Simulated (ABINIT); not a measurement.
# BaZrSe3 (P1): G0W0 in ABINIT against the screening cutoff in the self-energy, part 2 of 2

How does the gap of BaZrSe3 (P1) converge in the screening cutoff in the self-energy?

ABINIT 10.8.3; PBEsol and many-body steps on it, plane waves. Known limits of the many-body steps: not at the basis limit; exchange with frozen shells missing; no spin-orbit coupling; coarse k mesh.

So far. Step 5 (2.3 Ha): The gap on the mesh goes from 0.16 eV to 1.50 eV, a correction of +1.34 eV. Step 6 (3.2 Ha): Against the run before, the gap moves by +0.029 eV.

## (7) 4.9 Ha

Level of this step: G0W0 on PBEsol, plane waves, norm-conserving pseudopotentials (ABINIT).

Input file run.abi:

```
acell 3*1.0 Angstrom
rprim 
  5.287383000000 -0.000000000000 -0.000000000000
  0.003576000000 5.296392000000 -0.000000000000
  0.007950000000 0.010054000000 5.309462000000
ntypat 3
znucl 56 40 34
natom 5
typat 1 2 3 3 3
xred 
  0.998643000000 0.998478000000 0.998673000000
  0.476578000000 0.490069000000 0.476727000000
  0.488317000000 0.998506000000 0.502693000000
  0.983845000000 0.511636000000 0.518540000000
  0.492614000000 0.501310000000 0.993370000000
pp_dirpath "pseudos"
pseudos "Ba.upf, Zr.upf, Se.upf"
ecut 39
ngkpt 2 2 2
nshiftk 1
shiftk 0 0 0
kptopt 1
chksymbreak 0
istwfk *1
occopt 1
irdwfk 1
optdriver 4
nband 276
gwcalctyp 0
ecutsigx 39
symsigma 1
nkptgw 2
kptgw 
  0.5000000000 0.5000000000 0.5000000000
  0.0000000000 0.0000000000 0.0000000000
bdgw 
  34 37
  34 37
ecuteps 4.9
irdscr 1
ppmodel 1
indata_prefix "in"
outdata_prefix "out"
tmpdata_prefix "tmp"
```

Started as:

```sh
$ OMP_NUM_THREADS=1 mpirun -n 8 abinit run.abi > log
```

Log:

```text
.Version 10.8.3 of ABINIT. v10.8.2 released Aug 2026.

 Symmetries : space group P1 (#  1); Bravais aP (primitive triclinic)
[... echo of the input left out ...]
== DATASET  1 ==================================================================
-   mpi_nproc: 8, omp_nthreads: 1 (-1 if OMP is not activated)

--- !DatasetInfo
iteration_state: {dtset: 1, }
dimensions: {natom: 5, nkpt: 8, mband: 276, nsppol: 1, nspinor: 1, nspden: 1, mpw: 11685, }
cutoff_energies: {ecut:  39.0, pawecutdg:  -1.0, }
[...]
Band     E0 <VxcDFT>   SigX SigC(E0)      Z dSigC/dE  Sig(E)    E-E0       E
[...]
36   5.166 -12.570  -7.747  -4.129   0.783  -0.277 -12.026   0.544   5.709
       37   5.296 -12.656  -8.190  -3.895   0.784  -0.276 -12.209   0.447   5.743

== END DATASET(S) ==============================================================
================================================================================

 -outvars: echo values of variables after computation  --------
           etotal      0.0000000000E+00
            nband         276
             nkpt           8
          spgroup           1
 [... the other variables as echoed above ...]

 Calculation completed.
```

The job ended after 26 s (8 MPI ranks of Arm Neoverse V2, shared host; peak memory 4.2 GiB; 3.5 min of CPU time).

This step gave:

- G0W0 gap on the points computed: 1.570 eV
- starting gap on the mesh: 0.1573 eV
- k of the valence top: 0.5, 0.5, 0.5
- k of the conduction bottom: 0, 0, 0
- least direct G0W0 gap on the computed points: 2.056 eV

Against the run before, the gap moves by +0.042 eV.

## (8) 6.5 Ha

Changes to run.abi since step 7:

```diff
@@ -38,3 +38,3 @@
   34 37
-ecuteps 4.9
+ecuteps 6.5
 irdscr 1
```

Log:

```text
.Version 10.8.3 of ABINIT. v10.8.2 released Aug 2026.

 Symmetries : space group P1 (#  1); Bravais aP (primitive triclinic)
[... echo of the input left out ...]
== DATASET  1 ==================================================================
-   mpi_nproc: 8, omp_nthreads: 1 (-1 if OMP is not activated)

--- !DatasetInfo
iteration_state: {dtset: 1, }
dimensions: {natom: 5, nkpt: 8, mband: 276, nsppol: 1, nspinor: 1, nspden: 1, mpw: 11685, }
cutoff_energies: {ecut:  39.0, pawecutdg:  -1.0, }
[...]
Band     E0 <VxcDFT>   SigX SigC(E0)      Z dSigC/dE  Sig(E)    E-E0       E
[...]
36   5.166 -12.570  -7.747  -4.132   0.782  -0.278 -12.029   0.541   5.706
       37   5.296 -12.656  -8.190  -3.898   0.783  -0.277 -12.212   0.445   5.740

== END DATASET(S) ==============================================================
================================================================================

 -outvars: echo values of variables after computation  --------
           etotal      0.0000000000E+00
            nband         276
             nkpt           8
          spgroup           1
 [... the other variables as echoed above ...]

 Calculation completed.
```

The job ended after 56 s (8 MPI ranks; peak memory 5.7 GiB).

This step gave:

| Quantity | Value |
| --- | --- |
| G0W0 gap on the points computed | 1.576 eV |
| starting gap on the mesh | 0.1573 eV |
| k of the valence top | 0.5, 0.5, 0.5 |
| k of the conduction bottom | 0, 0, 0 |
| least direct G0W0 gap on the computed points | 2.064 eV |

Against the run before, the gap moves by +0.006 eV.

## (9) Side by side

Times are wall times on 8 MPI ranks of Arm Neoverse V2, shared host, good to a factor of about two. A run's time includes the screening step that it read.

```
   run   mesh  bands  screening cutoff (eV)  DFT gap (eV)  gap on the mesh (eV)  direct (eV)  ε∞ used     time
0.7 Ha  2×2×2    276                     19         0.157                 1.777        2.226    24.47  3.2 min
1.3 Ha  2×2×2    276                   35.4         0.157                 1.514        1.986    24.47  3.3 min
2.3 Ha  2×2×2    276                   62.6         0.157                 1.499        1.988    24.47  3.3 min
3.2 Ha  2×2×2    276                   87.1         0.157                 1.528        2.016    24.47  3.3 min
4.9 Ha  2×2×2    276                  133.3         0.157                 1.570        2.056    24.47  3.6 min
6.5 Ha  2×2×2    276                  176.9         0.157                 1.576        2.064    24.47  4.1 min
```

## (10) What came out

```
0.7 Ha       : 1.777 eV
1.3 Ha       : 1.514 eV
2.3 Ha       : 1.499 eV
3.2 Ha       : 1.528 eV
4.9 Ha       : 1.570 eV
6.5 Ha       : 1.576 eV
known limits : not at the basis limit; exchange with frozen shells missing; no spin-orbit coupling; coarse k mesh
```

What this shows: The setting moved: screening cutoff in the self-energy. From 0.7 Ha to 6.5 Ha the gap moves by −0.20 eV, not steadily: it passes through 1.50 eV. It holds to 0.03 eV from 4.9 Ha on. Bands and screening cutoff are coupled, so a series along one setting does not show full convergence. Bands and cutoff are finite, so the gap is not at the basis limit. The miss can reach some tenths of an eV and take either sign; the mesh is an error of its own. In the first G0W0 run levels were corrected at 2 k points alone, so a gap called «on the mesh» is the least over those, and an edge elsewhere would be missed. The 2×2×2 mesh is coarse for this cell, which bears on the long-range parts of exchange and screening. The norm-conserving file of at least one element keeps a d shell over frozen s and p shells of the same row. Exchange with those shells is missing from the self-energy, an error of 0.3 to 0.9 eV in cases checked, whose sign depends on which edge lies on those atoms. The many-body steps are scalar-relativistic: spin-orbit coupling is not in them.

[Paths, hosts, dates, memory and timing lines, banners, echoed tables and standing remarks are left out of the program output.]

[Logs are printed without paths, hosts, clocks, repeated set-up lines and the standing remarks that a program may print on its own settings, such as how far it seeks lower states.]

[Runs of the session that timed out or met a known fault of the program may be left out.]

[No measured gap is set beside runs whose start may be inverted or whose files or cutoffs have a known fault.]

[Hosts, paths, dates, database ids (printed as entryN), source tags and the programs' standing remarks are cut or masked in the printed files.]

[G0W0 gaps are taken among the corrected bands and points alone; a level outside them can change the order at an edge.]

[Where Ansatz stands beside ABINIT at settings called matched, ABINIT's density can come from a denser mesh and the files from another edition; pairs whose starting gaps differed by over 0.03 eV were left out, so agreement reads better than it is.]
